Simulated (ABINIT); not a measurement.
# Quasiparticle gap of Ga2O3 (R-3c) in ABINIT, part 2 of 3

How does a plane-wave GW calculation on Ga2O3 (R-3c) run from the first input to the gap?

ABINIT 10.8.3; PBE and many-body steps on it, plane waves. Known limits of the many-body steps: not at the basis limit; no spin-orbit coupling.

So far. Step 2 (Ground state): The gap is indirect, with the least direct gap 0.21 eV higher.

**3. Bands along the symmetry lines**

Level of this step: DFT, PBE, plane waves, norm-conserving pseudopotentials (ABINIT).

The cheap functional maps the bands first; the places of the edges decide which points the dearer methods must see.

The input, run.abi:

```
acell 3*1.0 Angstrom
rprim 
  2.498699193881 1.442624652211 4.483549768500
  -2.498699193881 1.442624652211 4.483549768500
  0.000000000000 -2.885249304422 4.483549768500
ntypat 2
znucl 31 8
natom 10
typat 1 1 1 1 2 2 2 2 2 2
xred 
  0.855585580000 0.855585580000 0.855585580000
  0.644414420000 0.644414420000 0.644414420000
  0.144414420000 0.144414420000 0.144414420000
  0.355585580000 0.355585580000 0.355585580000
  0.750000000000 0.446832820000 0.053167180000
  0.446832820000 0.053167180000 0.750000000000
  0.053167180000 0.750000000000 0.446832820000
  0.250000000000 0.553167180000 0.946832820000
  0.946832820000 0.250000000000 0.553167180000
  0.553167180000 0.946832820000 0.250000000000
pp_dirpath "pseudos"
pseudos "Ga.upf, O.upf"
ecut 45
iscf -2
irdden 1
kptopt 0
nkpt 31
kpt 
  0.00000000 0.00000000 0.00000000
  0.12500000 0.12500000 0.12500000
  0.25000000 0.25000000 0.25000000
  0.37500000 0.37500000 0.37500000
  0.50000000 0.50000000 0.50000000
  0.56607847 0.43392153 0.50000000
  0.63215694 0.36784306 0.50000000
  0.69823542 0.30176458 0.50000000
  0.76431389 0.23568611 0.50000000
  0.50000000 -0.23568611 0.23568611
  0.50000000 -0.17676458 0.17676458
  0.50000000 -0.11784306 0.11784306
  0.50000000 -0.05892153 0.05892153
  0.50000000 0.00000000 0.00000000
  0.37500000 0.00000000 0.00000000
  0.25000000 0.00000000 0.00000000
  0.12500000 0.00000000 0.00000000
  0.00000000 0.00000000 0.00000000
  0.09196076 -0.09196076 0.00000000
  0.18392153 -0.18392153 0.00000000
  0.27588229 -0.27588229 0.00000000
  0.36784305 -0.36784305 0.00000000
  0.63215695 0.00000000 0.36784305
  0.59911771 0.00000000 0.40088229
  0.56607848 0.00000000 0.43392153
  0.53303924 0.00000000 0.46696076
  0.50000000 0.00000000 0.50000000
  0.37500000 0.00000000 0.37500000
  0.25000000 0.00000000 0.25000000
  0.12500000 0.00000000 0.12500000
  0.00000000 0.00000000 0.00000000
istwfk *1
nband 67
nbdbuf 2
tolwfr 1e-08
nstep 40
prtwf 0
prtvol 0
indata_prefix "in"
outdata_prefix "out"
tmpdata_prefix "tmp"
```

Started as:

```sh
$ OMP_NUM_THREADS=1 mpirun -n 8 abinit run.abi > log
```

Numbers of over 12 decimals in the logs are rounded to 6 here.

The log of the run:

```text
.Version 10.8.3 of ABINIT. v10.8.2 released Aug 2026.

 Symmetries : space group R-3 c (#167); Bravais hR (rhombohedral)
[... echo of the input left out ...]
== DATASET  1 ==================================================================
-   mpi_nproc: 8, omp_nthreads: 1 (-1 if OMP is not activated)

--- !DatasetInfo
iteration_state: {dtset: 1, }
dimensions: {natom: 10, nkpt: 31, mband: 67, nsppol: 1, nspinor: 1, nspden: 1, mpw: 9463, }
cutoff_energies: {ecut:  45.0, pawecutdg:  -1.0, }
electrons: {nelect:   1.20000000E+02, charge:   0.00000000E+00, occopt:   1.00000000E+00, tsmear:   1.00000000E-02, }

 Real(R)+Recip(G) space primitive vectors, cartesian coordinates (Bohr,Bohr^-1):
 R(1)=  4.7218571  2.7261655  8.4726811  G(1)=  0.1058905  0.0611359  0.0393421
 R(2)= -4.7218571  2.7261655  8.4726811  G(2)= -0.1058905  0.0611359  0.0393421
 R(3)=  0.0000000 -5.4523310  8.4726811  G(3)=  0.0000000 -0.1222719  0.0393421
 Unit cell volume ucvol=  6.5439078E+02 bohr^3
 Angles (23,13,12)=  5.58935053E+01  5.58935053E+01  5.58935053E+01 degrees

 getcut: wavevector=  0.0000  0.0000  0.0000  ngfft=  64  64  64
         ecut(hartree)=     45.000   => boxcut(ratio)=   2.10352

--- Pseudopotential description ------------------------------------------------
- Ga Generated using ONCVPSP code by D. R. Hamann
- 31.00000  21.00000  171031                  znucl, zion, pspdat
12 -101130 2 -1 1902                          pspcod,pspxc,lmax,lloc,mmax
     nproj     2     2     2
  pspatm : epsatm=   21.85474337
         --- l  ekb(1:nproj) -->
             0    4.962806   -1.220223
             1   -5.679278   -1.350476
             2  -10.596651   -3.839775
 pspatm: atomic psp has been read  and splines computed

- O Generated using ONCVPSP code by D. R. Hamann
-  8.00000   6.00000  171031                  znucl, zion, pspdat
12 -101130 2 -1 936                           pspcod,pspxc,lmax,lloc,mmax
     nproj     2     2     1
  pspatm : epsatm=    6.17005460
         --- l  ekb(1:nproj) -->
[...]
2   -1.331955
 pspatm: atomic psp has been read  and splines computed

--------------------------------------------------------------------------------

================================================================================
 prteigrs : about to open file out_EIG
 Non-SCF case, kpt    1 (  0.00000  0.00000  0.00000), residuals and eigenvalues=
  4.59E-09  3.73E-09  3.19E-09  3.45E-09  4.95E-09  6.09E-09  6.78E-09  4.28E-09
  4.46E-09  6.69E-09  4.83E-09  6.68E-09  3.07E-09  7.94E-09  4.91E-09  9.15E-09
  1.46E-09  5.39E-09  9.15E-09  2.35E-09  2.15E-09  8.00E-09  4.41E-09  4.77E-09
[...]
-4.9858E+00 -4.9858E+00 -4.9858E+00 -4.9858E+00 -3.1736E+00 -3.1736E+00
 -3.1735E+00 -3.1734E+00 -3.1727E+00 -3.1727E+00 -3.1727E+00 -3.1727E+00
 -3.1726E+00 -3.1726E+00 -3.1726E+00 -3.1726E+00 -4.8012E-01 -4.0802E-01
[...]
1.9533E-01  2.0292E-01  2.0310E-01  2.0310E-01  2.0569E-01  2.0569E-01
  3.1838E-01  4.6001E-01  4.6610E-01  5.4100E-01  5.8939E-01  5.8940E-01
  5.9276E-01

--- !ResultsGS
iteration_state: {dtset: 1, }
comment   : Summary of ground state results
lattice_vectors:
- [  4.7218571,   2.7261655,   8.4726811, ]
- [ -4.7218571,   2.7261655,   8.4726811, ]
- [  0.0000000,  -5.4523310,   8.4726811, ]
lattice_lengths: [  10.07543,   10.07543,   10.07543, ]
lattice_angles: [ 55.894,  55.894,  55.894, ] # degrees, (23, 13, 12)
lattice_volume:   6.5439078E+02
convergence: {deltae:  0.000E+00, res2:  0.000E+00, residm:  9.999E-09, diffor:  0.000E+00, }
etotal    :  -1.09291091E+03
entropy   :   0.00000000E+00
fermie    :   2.13395308E-01
cartesian_stress_tensor: null
pressure_GPa: null
xred      :
- [  8.5559E-01,   8.5559E-01,   8.5559E-01, Ga]
- [  6.4441E-01,   6.4441E-01,   6.4441E-01, Ga]
- [  1.4441E-01,   1.4441E-01,   1.4441E-01, Ga]
- [  3.5559E-01,   3.5559E-01,   3.5559E-01, Ga]
- [  7.5000E-01,   4.4683E-01,   5.3167E-02,  O]
- [  4.4683E-01,   5.3167E-02,   7.5000E-01,  O]
- [  5.3167E-02,   7.5000E-01,   4.4683E-01,  O]
- [  2.5000E-01,   5.5317E-01,   9.4683E-01,  O]
- [  9.4683E-01,   2.5000E-01,   5.5317E-01,  O]
- [  5.5317E-01,   9.4683E-01,   2.5000E-01,  O]
cartesian_forces: null
force_length_stats: {min: null, max: null, mean: null, }

 Integrated electronic density in atomic spheres:
 ------------------------------------------------
 Atom  Sphere_radius  Integrated_density
[...]
================================================================================

 ----iterations are completed or convergence reached----

 Mean square residual over all n,k,spin=   51.846E-10; max=  99.990E-10
 reduced coordinates (array xred) for   10 atoms
[...]
cartesian coordinates (angstrom) at end:
    1     -0.000000    -0.000000    11.508182
    2     -0.000000    -0.000000     8.667792
    3     -0.000000     0.000000     1.942468
[...]
9      1.741176     0.130555     7.846212
   10     -0.983652     1.442625     7.846212
 length scales=  1.889726125908  1.889726125908  1.889726125908 bohr
              =  1.000000000000  1.000000000000  1.000000000000 angstroms
 prteigrs : about to open file out_EIG
 Eigenvalues (hartree) for nkpt=  31  k points:
 kpt#   1, nband= 67, wtk=  1.00000, kpt=  0.0000  0.0000  0.0000 (reduced coord)
[...]
kpt#   2, nband= 67, wtk=  1.00000, kpt=  0.1250  0.1250  0.1250 (reduced coord)
[...]
kpt#   3, nband= 67, wtk=  1.00000, kpt=  0.2500  0.2500  0.2500 (reduced coord)
[...]
kpt#  30, nband= 67, wtk=  1.00000, kpt=  0.1250  0.0000  0.1250 (reduced coord)
[...]
0.56621    0.58959    0.59748
 kpt#  31, nband= 67, wtk=  1.00000, kpt=  0.0000  0.0000  0.0000 (reduced coord)
[...]
0.08382    0.08382    0.09496    0.17761    0.17761    0.19533    0.19533    0.20292
   0.20310    0.20310    0.20569    0.20569    0.31838    0.46001    0.46610    0.54100
   0.58939    0.58940    0.59276

== END DATASET(S) ==============================================================
================================================================================

 -outvars: echo values of variables after computation  --------
            nband          67
             nkpt          31
          spgroup         167
 [... the other variables as echoed above ...]

 Calculation completed.
```

Wall time 80 s (8 MPI ranks of Arm Neoverse V2, shared host); peak memory 1 GiB.

Numbers from this step:

- gap: 2.820 eV
- k of the valence top: 0.1839, -0.1839, 0
- k of the conduction bottom: 0, 0, 0
- least direct gap: 3.066 eV

The gap is 2.820 eV, −0.037 eV from the run before at this level.

Electronic bands along the path, in eV, zero at the top of the highest filled band:

| point | band 57 | band 58 | band 59 | band 60 | band 61 | band 62 | band 63 | band 64 |
| --- | --- | --- | --- | --- | --- | --- | --- | --- |
| Γ | -0.32 | -0.32 | -0.25 | -0.25 | 2.82 | 6.67 | 6.84 | 8.88 |
| halfway | -0.36 | -0.36 | -0.21 | -0.21 | 4.14 | 6.72 | 6.83 | 8.95 |
| T | -0.30 | -0.30 | -0.30 | -0.30 | 5.86 | 5.86 | 7.86 | 7.86 |
| halfway | -0.78 | -0.78 | -0.42 | -0.42 | 6.38 | 6.38 | 7.80 | 7.80 |
| H2 | -0.57 | -0.57 | -0.33 | -0.33 | 6.69 | 6.69 | 7.24 | 7.24 |
| jump to H0 | -0.57 | -0.57 | -0.33 | -0.33 | 6.69 | 6.69 | 7.24 | 7.24 |
| halfway | -0.56 | -0.56 | -0.23 | -0.23 | 6.41 | 6.41 | 6.91 | 6.91 |
| L | -0.97 | -0.97 | -0.15 | -0.15 | 6.40 | 6.40 | 6.73 | 6.73 |
| halfway | -0.61 | -0.55 | -0.19 | -0.04 | 4.38 | 6.51 | 7.32 | 8.16 |
| Γ | -0.32 | -0.32 | -0.25 | -0.25 | 2.82 | 6.67 | 6.84 | 8.88 |
| halfway | -0.63 | -0.25 | -0.23 | 0.00 | 4.86 | 6.36 | 7.36 | 7.89 |
| S0 | -0.61 | -0.50 | -0.48 | -0.17 | 6.49 | 6.60 | 7.17 | 7.20 |
| jump to S2 | -0.61 | -0.50 | -0.48 | -0.17 | 6.49 | 6.60 | 7.17 | 7.20 |
| halfway | -0.76 | -0.65 | -0.31 | -0.15 | 6.51 | 6.72 | 7.48 | 7.50 |
| F | -0.85 | -0.70 | -0.25 | -0.14 | 6.54 | 6.73 | 7.58 | 7.69 |
| halfway | -0.64 | -0.55 | -0.28 | -0.23 | 4.69 | 6.60 | 7.40 | 8.32 |
| Γ | -0.32 | -0.32 | -0.25 | -0.25 | 2.82 | 6.67 | 6.84 | 8.88 |

**4. Empty states on the mesh, 4×4×4 mesh, 191 bands**

The sums over transitions need many empty states on a uniform mesh; this step solves for them.

The input, run.abi:

```
acell 3*1.0 Angstrom
rprim 
  2.498699193881 1.442624652211 4.483549768500
  -2.498699193881 1.442624652211 4.483549768500
  0.000000000000 -2.885249304422 4.483549768500
ntypat 2
znucl 31 8
natom 10
typat 1 1 1 1 2 2 2 2 2 2
xred 
  0.855585580000 0.855585580000 0.855585580000
  0.644414420000 0.644414420000 0.644414420000
  0.144414420000 0.144414420000 0.144414420000
  0.355585580000 0.355585580000 0.355585580000
  0.750000000000 0.446832820000 0.053167180000
  0.446832820000 0.053167180000 0.750000000000
  0.053167180000 0.750000000000 0.446832820000
  0.250000000000 0.553167180000 0.946832820000
  0.946832820000 0.250000000000 0.553167180000
  0.553167180000 0.946832820000 0.250000000000
pp_dirpath "pseudos"
pseudos "Ga.upf, O.upf"
ecut 45
ngkpt 4 4 4
nshiftk 1
shiftk 0 0 0
kptopt 1
chksymbreak 0
iscf -2
irdden 1
istwfk *1
nband 191
nbdbuf 16
tolwfr 1e-09
nstep 60
prtvol 0
indata_prefix "in"
outdata_prefix "out"
tmpdata_prefix "tmp"
```

The log of the run:

```text
.Version 10.8.3 of ABINIT. v10.8.2 released Aug 2026.

 Symmetries : space group R-3 c (#167); Bravais hR (rhombohedral)
[... echo of the input left out ...]
== DATASET  1 ==================================================================
-   mpi_nproc: 8, omp_nthreads: 1 (-1 if OMP is not activated)
-    --> not optimal distribution: autoparal keyword recommended in input file <--

--- !DatasetInfo
iteration_state: {dtset: 1, }
dimensions: {natom: 10, nkpt: 13, mband: 191, nsppol: 1, nspinor: 1, nspden: 1, mpw: 9454, }
cutoff_energies: {ecut:  45.0, pawecutdg:  -1.0, }
electrons: {nelect:   1.20000000E+02, charge:   0.00000000E+00, occopt:   1.00000000E+00, tsmear:   1.00000000E-02, }

 Real(R)+Recip(G) space primitive vectors, cartesian coordinates (Bohr,Bohr^-1):
 R(1)=  4.7218571  2.7261655  8.4726811  G(1)=  0.1058905  0.0611359  0.0393421
 R(2)= -4.7218571  2.7261655  8.4726811  G(2)= -0.1058905  0.0611359  0.0393421
 R(3)=  0.0000000 -5.4523310  8.4726811  G(3)=  0.0000000 -0.1222719  0.0393421
 Unit cell volume ucvol=  6.5439078E+02 bohr^3
 Angles (23,13,12)=  5.58935053E+01  5.58935053E+01  5.58935053E+01 degrees

 getcut: wavevector=  0.0000  0.0000  0.0000  ngfft=  64  64  64
         ecut(hartree)=     45.000   => boxcut(ratio)=   2.10352

--- Pseudopotential description ------------------------------------------------
- Ga Generated using ONCVPSP code by D. R. Hamann
- 31.00000  21.00000  171031                  znucl, zion, pspdat
12 -101130 2 -1 1902                          pspcod,pspxc,lmax,lloc,mmax
     nproj     2     2     2
  pspatm : epsatm=   21.85474337
         --- l  ekb(1:nproj) -->
             0    4.962806   -1.220223
             1   -5.679278   -1.350476
             2  -10.596651   -3.839775
 pspatm: atomic psp has been read  and splines computed

- O Generated using ONCVPSP code by D. R. Hamann
-  8.00000   6.00000  171031                  znucl, zion, pspdat
12 -101130 2 -1 936                           pspcod,pspxc,lmax,lloc,mmax
     nproj     2     2     1
  pspatm : epsatm=    6.17005460
         --- l  ekb(1:nproj) -->
[...]
2   -1.331955
 pspatm: atomic psp has been read  and splines computed

--------------------------------------------------------------------------------

================================================================================
 prteigrs : about to open file out_EIG
 Non-SCF case, kpt    1 (  0.00000  0.00000  0.00000), residuals and eigenvalues=
  3.28E-10  2.76E-10  3.10E-10  3.18E-10  3.50E-10  3.63E-10  3.36E-10  3.02E-10
  2.55E-10  2.77E-10  3.12E-10  2.32E-10  3.02E-10  2.73E-10  3.34E-10  2.78E-10
  1.67E-10  4.67E-10  9.27E-10  3.66E-10  3.87E-10  7.20E-10  6.64E-10  8.34E-10
[...]
3.95E-07  3.32E-06  2.62E-05  1.30E-05  9.63E-05  1.38E-04  6.07E-04
 -4.9858E+00 -4.9858E+00 -4.9858E+00 -4.9858E+00 -3.1736E+00 -3.1736E+00
 -3.1735E+00 -3.1734E+00 -3.1727E+00 -3.1727E+00 -3.1727E+00 -3.1727E+00
 -3.1726E+00 -3.1726E+00 -3.1726E+00 -3.1726E+00 -4.8012E-01 -4.0802E-01
[...]
2.3608E+00  2.3863E+00  2.3863E+00  2.3867E+00  2.3867E+00  2.4368E+00
  2.4467E+00  2.4467E+00  2.4626E+00  2.4744E+00  2.4796E+00  2.4796E+00
  2.5064E+00  2.5134E+00  2.5135E+00  2.5513E+00  2.5567E+00
 prteigrs : prtvol=0 or 1, do not print more k-points.

--- !ResultsGS
iteration_state: {dtset: 1, }
comment   : Summary of ground state results
lattice_vectors:
- [  4.7218571,   2.7261655,   8.4726811, ]
- [ -4.7218571,   2.7261655,   8.4726811, ]
- [  0.0000000,  -5.4523310,   8.4726811, ]
lattice_lengths: [  10.07543,   10.07543,   10.07543, ]
lattice_angles: [ 55.894,  55.894,  55.894, ] # degrees, (23, 13, 12)
lattice_volume:   6.5439078E+02
convergence: {deltae:  0.000E+00, res2:  0.000E+00, residm:  9.980E-10, diffor:  0.000E+00, }
etotal    :  -1.09291091E+03
entropy   :   0.00000000E+00
fermie    :   2.13395308E-01
cartesian_stress_tensor: null
pressure_GPa: null
xred      :
- [  8.5559E-01,   8.5559E-01,   8.5559E-01, Ga]
- [  6.4441E-01,   6.4441E-01,   6.4441E-01, Ga]
- [  1.4441E-01,   1.4441E-01,   1.4441E-01, Ga]
- [  3.5559E-01,   3.5559E-01,   3.5559E-01, Ga]
- [  7.5000E-01,   4.4683E-01,   5.3167E-02,  O]
- [  4.4683E-01,   5.3167E-02,   7.5000E-01,  O]
- [  5.3167E-02,   7.5000E-01,   4.4683E-01,  O]
- [  2.5000E-01,   5.5317E-01,   9.4683E-01,  O]
- [  9.4683E-01,   2.5000E-01,   5.5317E-01,  O]
- [  5.5317E-01,   9.4683E-01,   2.5000E-01,  O]
cartesian_forces: null
force_length_stats: {min: null, max: null, mean: null, }

 Integrated electronic density in atomic spheres:
 ------------------------------------------------
 Atom  Sphere_radius  Integrated_density
[...]
================================================================================

 ----iterations are completed or convergence reached----

 Mean square residual over all n,k,spin=   45.456E-11; max=  99.795E-11
 reduced coordinates (array xred) for   10 atoms
[...]
0.946832820000      0.250000000000      0.553167180000
       0.553167180000      0.946832820000      0.250000000000

 cartesian coordinates (angstrom) at end:
    1     -0.000000    -0.000000    11.508182
    2     -0.000000    -0.000000     8.667792
    3     -0.000000     0.000000     1.942468
[...]
9      1.741176     0.130555     7.846212
   10     -0.983652     1.442625     7.846212
 length scales=  1.889726125908  1.889726125908  1.889726125908 bohr
              =  1.000000000000  1.000000000000  1.000000000000 angstroms
 prteigrs : about to open file out_EIG
 Eigenvalues (hartree) for nkpt=  13  k points:
 kpt#   1, nband=191, wtk=  0.01563, kpt=  0.0000  0.0000  0.0000 (reduced coord)
[...]
2.31951    2.32022    2.32022    2.32107    2.32107    2.32946    2.36085    2.38627
   2.38627    2.38672    2.38672    2.43683    2.44673    2.44673    2.46260    2.47437
   2.47958    2.47959    2.50643    2.51340    2.51348    2.55129    2.55665
 prteigrs : prtvol=0 or 1, do not print more k-points.

== END DATASET(S) ==============================================================
================================================================================

 -outvars: echo values of variables after computation  --------
            nband         191
             nkpt          13
          spgroup         167
 [... the other variables as echoed above ...]

 Calculation completed.
```

It took 2.2 min on 8 MPI ranks; peak memory 1.2 GiB.

Numbers from this step:

```
gap                                                           : 2.857 eV
k of the valence top                                          : 0.25, 0, 0
k of the conduction bottom                                    : 0, 0, 0
least direct gap                                              : 3.066 eV
k points computed                                             : 13
lowest point of the top converged band, above the valence top : 58.2188 eV
```

On this mesh the gap is 2.857 eV.

**5. Screening, 4×4×4 mesh, 175 bands, screening to 130.6 eV**

The RPA dielectric matrix is built and inverted for each q.

This step: RPA screening on PBE, plane waves, norm-conserving pseudopotentials.

run.abi: that of step 4 with these lines changed.

```diff
@@ -28,10 +28,11 @@
 chksymbreak 0
-iscf -2
-irdden 1
 istwfk *1
-nband 191
-nbdbuf 16
-tolwfr 1e-09
-nstep 60
-prtvol 0
+occopt 1
+irdwfk 1
+optdriver 3
+nband 175
+ecuteps 4.8
+inclvkb 2
+awtr 1
+symchi 1
 indata_prefix "in"
```

The log of the run:

```text
.Version 10.8.3 of ABINIT. v10.8.2 released Aug 2026.

 Symmetries : space group R-3 c (#167); Bravais hR (rhombohedral)
[... echo of the input left out ...]
== DATASET  1 ==================================================================
-   mpi_nproc: 8, omp_nthreads: 1 (-1 if OMP is not activated)

--- !DatasetInfo
iteration_state: {dtset: 1, }
dimensions: {natom: 10, nkpt: 13, mband: 175, nsppol: 1, nspinor: 1, nspden: 1, mpw: 9454, }
cutoff_energies: {ecut:  45.0, pawecutdg:  -1.0, }
electrons: {nelect:   1.20000000E+02, charge:   0.00000000E+00, occopt:   1.00000000E+00, tsmear:   1.00000000E-02, }

 SCREENING: Calculation of the susceptibility and dielectric matrices

 Based on a program developped by R.W. Godby, V. Olevano, G. Onida, and L. Reining.
 Incorporated in ABINIT by V. Olevano, G.-M. Rignanese, and M. Torrent.
.Using double precision arithmetic ; gwpc =  8

[... cell and pseudopotentials left out ...]
--------------------------------------------------------------------------------

 ==== K-mesh for the wavefunctions ====
 Number of points in the irreducible wedge :    13
[... list of points left out ...]
 Together with 12 symmetry operations and time-reversal symmetry
 yields    64 points in the full Brillouin Zone.

 ==== Q-mesh for the screening function ====
 Number of points in the irreducible wedge :    13
[... list of points left out ...]
 Together with 12 symmetry operations and time-reversal symmetry
 yields    64 points in the full Brillouin Zone.

 setmesh: FFT mesh size selected  =    48x   48x   48
          total number of points  =       110592

 vcoul_init : cutoff-mode = AUXILIARY_FUNCTION
 q-points for optical limit:   1
     1)      0.000010    0.000020    0.000030

- screening: taking advantage of time-reversal symmetry
- Maximum band index for partially occupied states nbvw = 60
- Remaining bands to be divided among processors   nbcw = 115
- Number of bands treated by each node ~14

 Number of electrons calculated from density =  120.0000; Expected =  120.0000
 average of density, n =  0.183377
 r_s =    1.0919
 omega_plasma =   41.3074 [eV]

 calculating chi0 at frequencies [eV] :
  1    0.000000E+00    0.000000E+00
  2    0.000000E+00    4.130738E+01

--------------------------------------------------------------------------------
  q-point number  1        q = ( 0.000000, 0.000000, 0.000000) [r.l.u.]
--------------------------------------------------------------------------------
[... chi0 elements left out ...]
 For q-point:  0.000010 0.000020 0.000030
  dielectric constant =   4.1441
  dielectric constant without local fields =   4.3437

  Average fulfillment of the sum rule on Im[epsilon] for q-point    1 :     31.99  [%]
[... wings left out ...]
  q-point number  2        q = ( 0.250000, 0.000000, 0.000000) [r.l.u.]
--------------------------------------------------------------------------------
[... chi0 elements left out ...]
  Average fulfillment of the sum rule on Im[epsilon] for q-point    2 :     38.21  [%]

 [... 11 further q-points ...]
```

It took 15 min on 8 MPI ranks; peak memory 15 GiB.

Numbers from this step:

- ε∞ with local fields, on this mesh, along the program's q direction: 4.144
- the same without local fields: 4.344
- plasma frequency: 41.31 eV
- plane waves in the screening matrix: 327

Local fields lower ε∞ by 5 %.

(Continued in part 3 of 3.)

[Paths, hosts, dates, memory and timing lines, banners, echoed tables and standing remarks are left out of the program output.]

[Logs are printed without paths, hosts, clocks, repeated set-up lines and the standing remarks that a program may print on its own settings, such as how far it seeks lower states.]

[Runs of the session that timed out or met a known fault of the program may be left out.]

[No measured gap is set beside runs whose start may be inverted or whose files or cutoffs have a known fault.]

[Hosts, paths, dates, database ids (printed as entryN), source tags and the programs' standing remarks are cut or masked in the printed files.]

[G0W0 gaps are taken among the corrected bands and points alone; a level outside them can change the order at an edge.]

[Where Ansatz stands beside ABINIT at settings called matched, ABINIT's density can come from a denser mesh and the files from another edition; pairs whose starting gaps differed by over 0.03 eV were left out, so agreement reads better than it is.]
